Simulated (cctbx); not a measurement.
## What is wrong with this refinement?

Cell a = 4.3900 Å, b = 4.3900 Å, c = 10.5140 Å, α = 90.00°, β = 90.00°, γ = 90.00°; space group P4/nmm (no. 129, origin choice 1).

The data are simulated with cctbx, not measured: Mo Kα, λ = 0.71073 Å, to d = 0.7 Å, 70 % of the full sphere, strongest reflection 40000 counts, noise from counting, a 2 % proportional error and a noise floor of 2 counts (s.d.); no absorption.

An anisotropic refinement with weights 1/σ² prints:

```text
Rint 0.022, 224 unique reflections to 0.70 A
cycle     R1     wR2    GooF  max shift (A)
   1  0.3316  0.6367  34.426   0.07202
   3  0.2702  0.5108  27.618   0.00044
final R1 0.2703 wR2 0.5108 GooF 27.617  parameters 11  data/parameter 20.4
atom        x        y        z      Ueq    occ   su(xyz)  su(Uiso or U11)
Ir1    0.50000  0.00000  0.37539   0.0194  1.000  0.00061  0.0025
Dy1    0.50000  0.00000  0.74346   0.0189  1.000  0.00070  0.0026
Sn1    0.50000  0.50000  0.00000   0.0330  1.000  0.00000  0.0033
Ge1    0.50000  0.00000  0.12613   0.0131  1.000  0.00158  0.0038
difference map: max 80.80 min -38.83 rms 5.78
Q1    0.0000  0.0000  0.5000    2   80.80  2.56 A from Ir1
Q2    0.0000  0.5000  0.8619    2   62.77  0.13 A from Ge1
Q3    0.0000  0.5000  0.6371    2   61.78  0.13 A from Ir1
Q4    0.0000  0.0000  0.0000    2   57.91  0.00 A from Sn1
Q5    0.0000  0.5000  0.2527    2   52.77  0.04 A from Dy1
Q6    0.0000  0.5000  0.1176    2   37.37  1.46 A from Dy1
```

Q: Accept it or mend it, and why?

Mend it. The fault: an atom left out, Ge at (1/2, 1/2, 1/2). Against the right model at the same level, R1 goes from 0.0084 to 0.2703 and GooF from 0.94 to 27.62 and the top difference peak, 80.8 e/Å³, lies 2.56 Å from Ir1. Q1 is the missing atom. With scattering power missing, scale and phases suffer, so peaks may also grow on the heavy atoms.

The compound is DySnGe2Ir. The right model at the same level gives:

```text
Rint 0.022, 224 unique reflections to 0.70 A
cycle     R1     wR2    GooF  max shift (A)
   1  0.0234  0.0607   3.296   0.00068
   2  0.0084  0.0174   0.944   0.00000
final R1 0.0084 wR2 0.0174 GooF 0.944  parameters 13  data/parameter 17.2
atom        x        y        z      Ueq    occ   su(xyz)  su(Uiso or U11)
Ir1    0.50000  0.00000  0.37170   0.0254  1.000  0.00002  0.0001
Dy1    0.50000  0.00000  0.74349   0.0215  1.000  0.00002  0.0001
Sn1    0.50000  0.50000  0.00000   0.0278  1.000  0.00000  0.0001
Ge1    0.50000  0.00000  0.13327   0.0217  1.000  0.00005  0.0002
Ge2    0.50000  0.50000  0.50000   0.0260  1.000  0.00000  0.0002
difference map: max 0.47 min -0.58 rms 0.11
Q1    0.0000  0.5000  0.9428    2    0.48  0.80 A from Ge1
Q2    0.0000  0.0000  0.2962    4    0.44  2.14 A from Ge2
Q3    0.0914  0.4086  0.8257    8    0.41  0.71 A from Ge1
Q4    0.0000  0.5000  0.1925    2    0.40  0.67 A from Dy1
Q5    0.0000  0.1222  0.3562    8    0.35  1.60 A from Ge2
Q6    0.2235  0.2765  0.1751    8    0.33  1.63 A from Dy1
```

This is a model crystal, built by substitution and not relaxed, with assumed displacement parameters.

[Middle refinement cycles are left out of these outputs.]

[Logs are printed without paths, hosts, clocks, repeated set-up lines and the standing remarks that a program may print on its own settings, such as how far it seeks lower states.]
